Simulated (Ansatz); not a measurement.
# Se on Al(111): change of the work function, part 2 of 3

Aim: the work function of Al(111) at several coverages of Se (fcc site), and the dipole that each adsorbate carries.

Ansatz 0.2.0; plane-wave DFT, PBE, Ansatz PAW.

So far, work function, upper face (eV): step 2 (the clean slab) 4.02.

## Step 3: Adsorbate added, k-mesh 6×6×1, coverage 0.25 ML

System of this step: Se/Al(111). The cell holds 17 atoms: 16 Al and 1 Se. Its edges and angles: a = 5.728 Å, b = 5.728 Å, c = 26.809 Å, α = 90.0°, β = 90.0°, γ = 60.0°. Vacuum lies along c.

The clean slab as it ended is repeated in the plane and the adsorbate is set on one face; the cell's size fixes the coverage, and the k-mesh shrinks with it to keep the sampling density about even. Adsorbate and upper layers relax, since the dipole depends on the height.

Contents of input.yaml:

```yaml
crystal:
  lattice:
    - [5.7275649276, 0.0, 0.0]
    - [2.8637824638, 4.9602167292, 0.0]
    - [0.0, 0.0, 26.8090152073]
  atoms:
    - { symbol: Al, position: [0.0, 0.0, 0.3357079673] }
    - { symbol: Al, position: [0.1666666667, 0.1666666667, 0.4229274556] }
    - { symbol: Al, position: [0.3333333333, 0.3333333333, 0.5081857574] }
    - { symbol: Al, position: [0.0, 0.0, 0.5952293325] }
    - { symbol: Al, position: [0.0, 0.5, 0.3357079673] }
    - { symbol: Al, position: [0.1666666667, 0.6666666667, 0.4229274556] }
    - { symbol: Al, position: [0.3333333333, 0.8333333333, 0.5081857574] }
    - { symbol: Al, position: [0.0, 0.5, 0.5952293325] }
    - { symbol: Al, position: [0.5, 0.0, 0.3357079673] }
    - { symbol: Al, position: [0.6666666667, 0.1666666667, 0.4229274556] }
    - { symbol: Al, position: [0.8333333333, 0.3333333333, 0.5081857574] }
    - { symbol: Al, position: [0.5, 0.0, 0.5952293325] }
    - { symbol: Al, position: [0.5, 0.5, 0.3357079673] }
    - { symbol: Al, position: [0.6666666667, 0.6666666667, 0.4229274556] }
    - { symbol: Al, position: [0.8333333333, 0.8333333333, 0.5081857574] }
    - { symbol: Al, position: [0.5, 0.5, 0.5952293325] }
    - { symbol: Se, position: [0.1666666667, 0.1666666667, 0.6642920327] }
kpoints:
  mp_grid: { grid: [6, 6, 1] }
hamiltonian:
  xc: pbe
scf:
  occupations: { method: fermi_dirac, width: 0.1 }
  convergence: { dr2_threshold: 1.0e-08 }
efield:
  axis: 3
  dipole_correction: true
  ramp_position: 0.97
  ramp_width: 0.06
relax:
  f_tol: 0.02
  max_steps: 60
  constraints: [{ sites: [0, 1, 4, 5, 8, 9, 12, 13] }]
output:
  dos: { projected: true, e_range: [-8, 4] }
  write_potential: true
  write_density: true
  volumetric_format: npy
  elf: true
```

Launch:

```
ansatz run input.yaml --threads 2 --pin off --max-ram 3072MiB --backend cpu --events-out ev --progress --plain --runs-dir out
```

Numbers of over 12 decimals in the logs are rounded to 6 here.

Output:

```text
[...]
Crystal: 17 atoms, lattice volume = 761.643 Å³
Basis set: ecut = 420 eV, 14969 PW (Γ), exchange–correlation on 80×80×360 points (8 copies of the dense FFT grid, shifted against one another)
Bands: 49, of which v1, the nominal top of the filled ones, is band 32 counted from 1 (31 counted from 0)
Symmetry: 6 space group operations
[...]
k-points: 7 of 36 (time reversal used)
[...]
SCF iter   1: F=—  HF=-14067.819767 eV  |F-HF|=—  |Δ(HF+E_count)|=         —  Δρ=1.63e-3  dr2=2.84e-1  ethr=1.77e-3  p=-0.103 e·Å  D=-2.44e-2 V/Å  ΔV_dip=0.66 eV  dr2_dipole=4.90e-2  V_vac-E_F(+/−)=4.62/3.97 eV  ⟨swp⟩=13.4  Hψ=2120  notcnv=0  defer=1
[...]
SCF iter   8: F=-14067.801670 eV  HF=-14067.801670 eV  |F-HF|=9.23e-9  |Δ(HF+E_count)|=   5.11e-8  Δρ=3.71e-7  dr2=2.57e-9  ethr=1.56e-11  p=-0.053 e·Å  D=-1.25e-2 V/Å  ΔV_dip=0.34 eV  dr2_dipole=9.63e-11  V_vac-E_F(+/−)=4.36/4.03 eV  ⟨swp⟩=19.4  Hψ=2594  notcnv=0
SCF 1 converged in 8 iterations: F = -14067.801670 eV  dr2 = 2.57e-9
[...]
relax step   1: F+E_penalty+E_count = -14067.80167020 eV  Δ(F+E_penalty+E_count) = +0.000e0 eV  max|allowed force component| = 6.393e-1 eV/Å  Δτ_max = 0.0000 Å  (8 SCF iters, accepted)
[...]
SCF iter   1: F=—  HF=-14067.950149 eV  |F-HF|=—  |Δ(HF+E_count)|=         —  Δρ=2.02e-3  dr2=1.33e-1  ethr=1.33e-4  p=-0.053 e·Å  D=-1.25e-2 V/Å  ΔV_dip=0.34 eV  dr2_dipole=2.50e-2  V_vac-E_F(+/−)=4.38/4.05 eV  ⟨swp⟩=2.0  Hψ=1525  notcnv=0  defer=10
[...]
eigensolver tolerance schedule calibrated: the retry pair's looser diagonalisation under-reported the residual by θ = 0.36 (0.26/decade); ethr = c·dr2/N_el runs at the constant in force after the calibration composes with the one it found (an armed cap, an earlier calibration), c = 1.4e-2
[...]
SCF iter   2: F=—  HF=-14067.933232 eV  |F-HF|=—  |Δ(HF+E_count)|=   1.69e-2  Δρ=1.23e-3  dr2=2.97e-2  ethr=3.01e-5  p=-0.070 e·Å  D=-1.67e-2 V/Å  ΔV_dip=0.45 eV  dr2_dipole=5.71e-4  V_vac-E_F(+/−)=4.47/4.02 eV  ⟨swp⟩=3.6  Hψ=866  notcnv=0  defer=10
[...]
SCF iter   8: F=-14067.927113 eV  HF=-14067.927112 eV  |F-HF|=1.08e-8  |Δ(HF+E_count)|=   7.82e-8  Δρ=3.48e-7  dr2=1.33e-9  ethr=2.26e-12  p=-0.065 e·Å  D=-1.53e-2 V/Å  ΔV_dip=0.41 eV  dr2_dipole=6.94e-11  V_vac-E_F(+/−)=4.43/4.02 eV  ⟨swp⟩=18.9  Hψ=2362  notcnv=0
SCF 2 converged in 8 iterations: F = -14067.927113 eV  dr2 = 1.33e-9
relax step   2: F+E_penalty+E_count = -14067.92711250 eV  Δ(F+E_penalty+E_count) = -1.254e-1 eV  max|allowed force component| = 2.061e-1 eV/Å  Δτ_max = 0.1564 Å  (8 SCF iters, accepted)
SCF iter   1: F=—  HF=-14067.936976 eV  |F-HF|=—  |Δ(HF+E_count)|=         —  Δρ=4.88e-4  dr2=1.12e-2  ethr=7.90e-5  p=-0.065 e·Å  D=-1.53e-2 V/Å  ΔV_dip=0.41 eV  dr2_dipole=1.57e-3  V_vac-E_F(+/−)=4.43/4.02 eV  ⟨swp⟩=2.0  Hψ=751  notcnv=0  defer=12
[...]
SCF iter   7: F=-14067.935066 eV  HF=-14067.935066 eV  |F-HF|=1.21e-8  |Δ(HF+E_count)|=   6.96e-8  Δρ=4.11e-7  dr2=2.04e-9  ethr=1.56e-11  p=-0.060 e·Å  D=-1.43e-2 V/Å  ΔV_dip=0.38 eV  dr2_dipole=1.58e-10  V_vac-E_F(+/−)=4.41/4.03 eV  ⟨swp⟩=15.0  Hψ=2358  notcnv=0
SCF 3 converged in 7 iterations: F = -14067.935066 eV  dr2 = 2.04e-9
relax step   3: F+E_penalty+E_count = -14067.93506618 eV  Δ(F+E_penalty+E_count) = -7.954e-3 eV  max|allowed force component| = 3.299e-2 eV/Å  Δτ_max = 0.0349 Å  (7 SCF iters, accepted)
SCF iter   1: F=—  HF=-14067.935282 eV  |F-HF|=—  |Δ(HF+E_count)|=         —  Δρ=6.38e-5  dr2=1.48e-4  ethr=4.32e-6  p=-0.060 e·Å  D=-1.43e-2 V/Å  ΔV_dip=0.38 eV  dr2_dipole=1.47e-6  V_vac-E_F(+/−)=4.41/4.03 eV  ⟨swp⟩=2.0  Hψ=632  notcnv=0
[...]
SCF iter   6: F=-14067.935208 eV  HF=-14067.935208 eV  |F-HF|=5.17e-9  |Δ(HF+E_count)|=   8.28e-9  Δρ=1.81e-7  dr2=2.57e-10  ethr=1.56e-11  p=-0.059 e·Å  D=-1.41e-2 V/Å  ΔV_dip=0.38 eV  dr2_dipole=3.64e-12  V_vac-E_F(+/−)=4.41/4.03 eV  ⟨swp⟩=11.9  Hψ=2222  notcnv=0
SCF 4 converged in 6 iterations: F = -14067.935208 eV  dr2 = 2.57e-10
relax step   4: F+E_penalty+E_count = -14067.93520809 eV  Δ(F+E_penalty+E_count) = -1.419e-4 eV  max|allowed force component| = 4.488e-3 eV/Å  Δτ_max = 0.0033 Å  (6 SCF iters, accepted)
NSCF: frozen V_eff on 7 k-points
[...]
WARN: The output density's exchange-correlation potential varies sharply where the density is thin. Do not read a vacuum level from v_tot or v_xc, or from such a field of the output density. On a cell that repeats whose density bears no net charge and no dipole along the vacuum's axis use v_es (v_loc + v_h of the components); under efield.dipole_correction with no amplitude use v_es + v_field, which holds any externa [...]
SCF converged after 6 iterations
Free energy (F): -14067.935208 eV
[...]
Internal energy: -14067.701766 eV  (E = F + TS)
E sigma→0 (E₀):  -14067.818487 eV
Entropy (-TS):   -0.233442 eV (-13.732 meV/atom)
Fermi energy:    0.448592 eV
Dipole field:    D = -0.014063 V/Å  (p = -0.059191 e·Å, saw-weighted, corrected)
Work function:   Φ+ = 4.4056 eV   Φ− = 4.0286 eV
[...]
--- Forces (eV/Å), atoms counted from 1 ---
  atom   1  Al    -0.08863526    -0.05117359     0.01696550
  atom   2  Al     0.00000000    -0.00000000     0.17873617
  atom   3  Al    -0.00056334    -0.00032524     0.00032855
  atom   4  Al    -0.00058123    -0.00033557     0.00096350
  atom   5  Al    -0.00000000     0.10234719     0.01696550
  atom   6  Al     0.08684940    -0.05014253    -0.05928244
  atom   7  Al     0.00000000     0.00065049     0.00032855
  atom   8  Al    -0.00000000     0.00067115     0.00096350
  atom   9  Al     0.08863526    -0.05117359     0.01696550
  atom  10  Al    -0.00000000     0.10028505    -0.05928244
  atom  11  Al     0.00056334    -0.00032524     0.00032855
  atom  12  Al     0.00058123    -0.00033557     0.00096350
  atom  13  Al     0.00000000    -0.00000000    -0.05086088
  atom  14  Al    -0.08684940    -0.05014253    -0.05928244
  atom  15  Al     0.00000000    -0.00000000     0.00067293
  atom  16  Al    -0.00000000    -0.00000000    -0.00099385
  atom  17  Se     0.00000000     0.00000000    -0.00448845
  max |Σ_I F_I| component: 8.70e-6 eV/Å
--- Band table (eV; the first three rows and the last of 7) ---
  k-point 0: bands = [... 28 lower, -1.7058, -1.1119, -1.1119, -0.5483, 0.1301, 0.3601, 0.4701, 0.4701, ... 13 higher]
  k-point 1: bands = [... 28 lower, -1.2666, -0.7135, -0.7104, -0.3215, 0.1580, 0.3494, 0.3526, 0.7723, ... 13 higher]
  k-point 2: bands = [... 28 lower, -0.4654, -0.1761, 0.0253, 0.5467, 0.7433, 0.8031, 1.0055, 1.3088, ... 13 higher]
  k-point 6: bands = [... 28 lower, -0.5172, -0.5010, -0.0314, 0.9609, 1.0147, 1.8815, 1.9171, 2.2889, ... 13 higher]
--- Relaxed structure (4 steps of the walk, 4 accepted, 0 SCFs on fresh bases) ---
  F+E_penalty+E_count = -14067.93520809 eV   max|allowed force component| = 4.488e-3 eV/Å
  atoms:
    - { symbol: Al, position: [-1.7959490104491815e-17, -1.7959490104491818e-17, 0.3357079673] }
    - { symbol: Al, position: [0.166667, 0.166667, 0.422927] }
    - { symbol: Al, position: [0.330955, 0.330955, 0.509662] }
    - { symbol: Al, position: [-0.00790695, -0.00790695, 0.596625] }
    - { symbol: Al, position: [0.0, 0.500000, 0.3357079673] }
    - { symbol: Al, position: [0.166667, 0.666667, 0.422927] }
    - { symbol: Al, position: [0.330955, 0.838089, 0.509662] }
    - { symbol: Al, position: [-0.00790695, 0.515814, 0.596625] }
    - { symbol: Al, position: [0.500000, -1.7959490104491818e-17, 0.3357079673] }
    - { symbol: Al, position: [0.666667, 0.166667, 0.422927] }
    - { symbol: Al, position: [0.838089, 0.330955, 0.509662] }
    - { symbol: Al, position: [0.515814, -0.00790695, 0.596625] }
    - { symbol: Al, position: [0.500000, 0.500000, 0.3357079673] }
    - { symbol: Al, position: [0.666667, 0.666667, 0.422927] }
    - { symbol: Al, position: [0.833333, 0.833333, 0.505245] }
    - { symbol: Al, position: [0.500000, 0.500000, 0.590818] }
    - { symbol: Se, position: [0.166667, 0.166667, 0.663836] }
```

Wall time 88 s (2 threads of Arm Neoverse N1, shared host); peak memory 1 GiB; 2.6 min of CPU time.

The steps of the relaxation:

```tsv
step	energy less that of the first step (eV)	largest force component (eV/Å)
1	0.0000	0.6393
2	-0.1254	0.2061
3	-0.1334	0.0330
4	-0.1335	0.0045
```

Forces are held to the 6 operations that the run works with; a distortion that breaks them can't arise in this run.

The atoms that moved most (Å):

```tsv
atom	dx	dy	dz	length
Al16	0.000	0.000	-0.118	0.118
Al4	-0.068	-0.039	0.037	0.087
Al12	0.068	-0.039	0.037	0.087
Al8	0.000	0.078	0.037	0.087
Al15	0.000	0.000	-0.079	0.079
Al3	-0.020	-0.012	0.040	0.046
Al11	0.020	-0.012	0.040	0.046
Al7	0.000	0.024	0.040	0.046
```

Final coordinates:

```cif
data_structure
_symmetry_space_group_name_H-M 'P 1'
_symmetry_Int_Tables_number 1
_cell_length_a 5.7276
_cell_length_b 5.7276
_cell_length_c 26.8090
_cell_angle_alpha 90.000
_cell_angle_beta 90.000
_cell_angle_gamma 60.000
_cell_volume 761.64
loop_
_atom_site_label
_atom_site_type_symbol
_atom_site_fract_x
_atom_site_fract_y
_atom_site_fract_z
_atom_site_occupancy
Al1 Al 0.00000 0.00000 0.33571 1
Al2 Al 0.16667 0.16667 0.42293 1
Al3 Al 0.33096 0.33096 0.50966 1
Al4 Al 0.99209 0.99209 0.59662 1
Al5 Al 0.00000 0.50000 0.33571 1
Al6 Al 0.16667 0.66667 0.42293 1
Al7 Al 0.33096 0.83809 0.50966 1
Al8 Al 0.99209 0.51581 0.59662 1
Al9 Al 0.50000 0.00000 0.33571 1
Al10 Al 0.66667 0.16667 0.42293 1
Al11 Al 0.83809 0.33096 0.50966 1
Al12 Al 0.51581 0.99209 0.59662 1
Al13 Al 0.50000 0.50000 0.33571 1
Al14 Al 0.66667 0.66667 0.42293 1
Al15 Al 0.83333 0.83333 0.50524 1
Al16 Al 0.50000 0.50000 0.59082 1
Se17 Se 0.16667 0.16667 0.66384 1
```

Numbers from this step:

| Quantity | Value |
| --- | --- |
| energy at zero smearing | -14067.8185 eV |
| work function, upper face | 4.406 eV |
| work function, lower face | 4.029 eV |
| dipole along the normal | -0.05919 e·Å |
| step between the vacuum levels | 0.3770 eV |

Running mean over 2.338 Å of the planar mean; the ramp of the sawtooth is left out. Table of electron's electrostatic potential energy less the Fermi level by z:

z (Å), electron's electrostatic potential energy less the Fermi level (eV) and a bar from the least value:
```
        4       4.03 #############################
        5       4.02 #############################
        6       3.93 ############################
        7       2.94 #########################
        8      -1.35 ###########
        9      -4.38 #
       10      -4.56 #
       11      -4.59 
       12      -4.74 
       13      -4.73 
       14      -4.63 
       15      -4.66 
       16      -4.71 
       17      -2.60 #######
       18       1.22 ####################
       19       3.19 ##########################
       20       4.28 ##############################
       21       4.40 ##############################
       22       4.41 ##############################
       23       4.41 ##############################
```

The density of states has structure finer than the step of the table below, so its rows give means over 0.25 eV, whole bins alone (the curve runs from -8 to 1.98 eV). Peaks (eV: height): -4.930: 24.6, -3.700: 16.8, -3.160: 15.1, -3.070: 19.9, -2.860: 52.8, -2.740: 16.0, 1.350: 15.3.

Density of states against energy, zero at the Fermi level; means over each step:

```tsv
energy (eV)	density of states (states/eV a cell)
-7.75	5.56
-7.50	4.21
-7.25	3.29
-7.00	2.89
-6.75	3.19
-6.50	5.86
-6.25	5.04
-6.00	4.16
-5.75	3.20
-5.50	4.76
-5.25	6.23
-5.00	9.42
-4.75	4.79
-4.50	3.40
-4.25	6.60
-4.00	7.22
-3.75	6.12
-3.50	5.16
-3.25	6.62
-3.00	9.33
-2.75	11.4
-2.50	4.89
-2.25	7.60
-2.00	7.99
-1.75	5.52
-1.50	5.07
-1.25	6.50
-1.00	7.16
-0.75	7.25
-0.50	5.89
-0.25	7.63
0.00	6.88
0.25	7.22
0.50	7.17
0.75	6.35
1.00	8.07
1.25	9.12
1.50	6.95
1.75	5.57
```

Projected DOS per atom over height of the atomic layer and energy from the Fermi level. Layers: Al4 Al4 Al4 Al4 Se from below.

Values in states/eV, 22 rows by 5 columns, each cell a mean:
```
0.38 0.35 0.31 0.35 0.19
0.50 0.48 0.48 0.42 0.31
0.47 0.38 0.38 0.40 0.23
0.52 0.38 0.37 0.42 0.30
0.50 0.39 0.38 0.36 0.28
0.43 0.36 0.33 0.34 0.25
0.47 0.44 0.44 0.38 0.45
0.36 0.28 0.33 0.29 0.42
0.44 0.34 0.34 0.42 0.67
0.36 0.33 0.34 0.36 0.77
0.45 0.49 0.48 0.36 1.04
0.36 0.27 0.32 0.28 1.24
0.37 0.33 0.25 0.31 1.03
0.35 0.34 0.36 0.38 1.46
0.20 0.26 0.30 0.23 0.52
0.44 0.37 0.34 0.48 0.93
0.29 0.24 0.23 0.30 0.45
0.23 0.25 0.26 0.25 0.24
0.27 0.34 0.33 0.31 0.19
0.17 0.19 0.18 0.18 0.11
0.19 0.24 0.24 0.19 0.10
0.26 0.31 0.31 0.27 0.12
```
Columns: height of the atomic layer (Å) from 9 to 17.8 (not evenly spaced); rows upwards: energy from the Fermi level (eV) from -7.96 to 1.95.

ELF in the ca plane at fractional y = 0.167, with atoms of Al and Se within 0.2 Å of it. It is the smooth field of the valence electrons, not physical close to the nuclei.

Ten even steps from '0' (0.00) to '9' (0.85), each cell a mean:
```
76555677655655677775456788876310000000000000
76555667655665677776544445443100000000000000
87666665666676655567764211110000000000000000
77667511267776543358886310000000000000000000
66567312057766532247886310000000000000000000
76667401157766532357886310000000000000000000
87666643466677654468875210000000000000000000
86656666666666666677654322221100000000000000
76555666655655677776455667664210000000000000
87655676666666666665467889987421000000000000
87666643466777655544468888998631000000000000
76666401157776543333467744899741000000000000
76566312047776543222467623899742000000000000
77666511257777654433468867999741000000000000
87656765666676666654468899998531000000000000
```
Columns run along c (16.0 Å, from fractional 0.33 to 0.93 of the cell), rows up along a (5.7 Å). Atoms in or near the plane, at fractional coordinates: Al at (0.42, 0.17), Al at (0.42, 0.67), Se at (0.66, 0.17).

Electrostatic potential energy in the ca plane at fractional y = 0.167, with atoms of Al and Se within 0.2 Å of it. With pseudopotentials it is smooth inside the atoms' cores, unlike the true potential.

Ten even steps from '0' (-17 eV) to '9' (5 eV), each cell a mean:
```
12478776788631157752246777899999999999999999
12478776788631257752247899999999999999999999
44677521367754467764467899999999999999999999
77776101026777788877778999999999999999999999
88875035206888888888889999999999999999999999
77875023116887888887788999999999999999999999
66776300147766678876568999999999999999999999
33577754577642357753357899999999999999999999
11478877788630147752246888999999999999999999
33577754577642357764356644689999999999999999
66776300147765678876665100158999999999999999
77875023116887788887772033028999999999999999
88875035206888889988872044117999999999999999
77776101026776788887773011048999999999999999
44677521367754467765566311379999999999999999
```
Columns run along c (16.0 Å, from fractional 0.33 to 0.93 of the cell; values clipped at the 3rd and 97th percentile), rows up along a (5.7 Å). Atoms in or near the plane, at fractional coordinates: Al at (0.42, 0.17), Al at (0.42, 0.67), Se at (0.66, 0.17).

Valence density in the ca plane at fractional y = 0.167, with atoms of Al and Se within 0.2 Å of it. It is the smooth field of the valence electrons, not physical close to the nuclei.

Ten steps, logarithmic in the rise over the least value, from '0' (0 e/Å³) to '9' (27 e/Å³), each cell a mean:
```
11111111111111111111111111100000000000000000
11111111111111111111110000000000000000000000
11111111111111111111110000000000000000000000
11111100011111100011110000000000000000000000
11111100011111000001100000000000000000000000
11111100011111100011110000000000000000000000
11111110111111110011110000000000000000000000
11111111111111111111110000000000000000000000
11111111111111111111111110000000000000000000
11111111111111111111111122100000000000000000
11111110111111110001112344310000000000000000
11111100011111100000112588521000000000000000
11111100011111100000112699621000000000000000
11111100011111110000112467421000000000000000
11111111111111111111111233210000000000000000
```
Columns run along c (16.0 Å, from fractional 0.33 to 0.93 of the cell), rows up along a (5.7 Å). Atoms in or near the plane, at fractional coordinates: Al at (0.42, 0.17), Al at (0.42, 0.67), Se at (0.66, 0.17).

The relaxation took 4 steps and lowered the energy by 0.13 eV; the largest force on the free atoms ends at 0.0045 eV/Å.

By hand: a sheet of dipoles makes a step −p/(ε₀A) in the electron's potential. With e/ε₀ = 180.95 V·Å, p = -0.05919 e·Å and A = 28.41 Å², that is −180.95 × (-0.05919) / 28.41 = +0.377 eV, and the two vacuum levels of the run differ by +0.377 eV.

The covered face has 4.41 eV, +0.39 eV against the clean one; the bare back face has moved by +0.01 eV, a measure of how thin the slab is.

(Continued in part 3 of 3.)

[Logs are printed without paths, hosts, clocks, repeated set-up lines and the standing remarks that a program may print on its own settings, such as how far it seeks lower states.]

[Hosts, paths, dates, database ids (printed as entryN), source tags and the programs' standing remarks are cut or masked in the printed files.]

[Maps of the electrostatic potential energy from Ansatz leave out the sawtooth potential of an applied field or a dipole correction, so their vacuum need not be flat; planar profiles and work functions include it.]

[The density of states shown here was stored with 400 of the rows of the run's finer table, so its peaks can read low, often by over a quarter, or be missed, and its means over a window can be off by a tenth or more.]
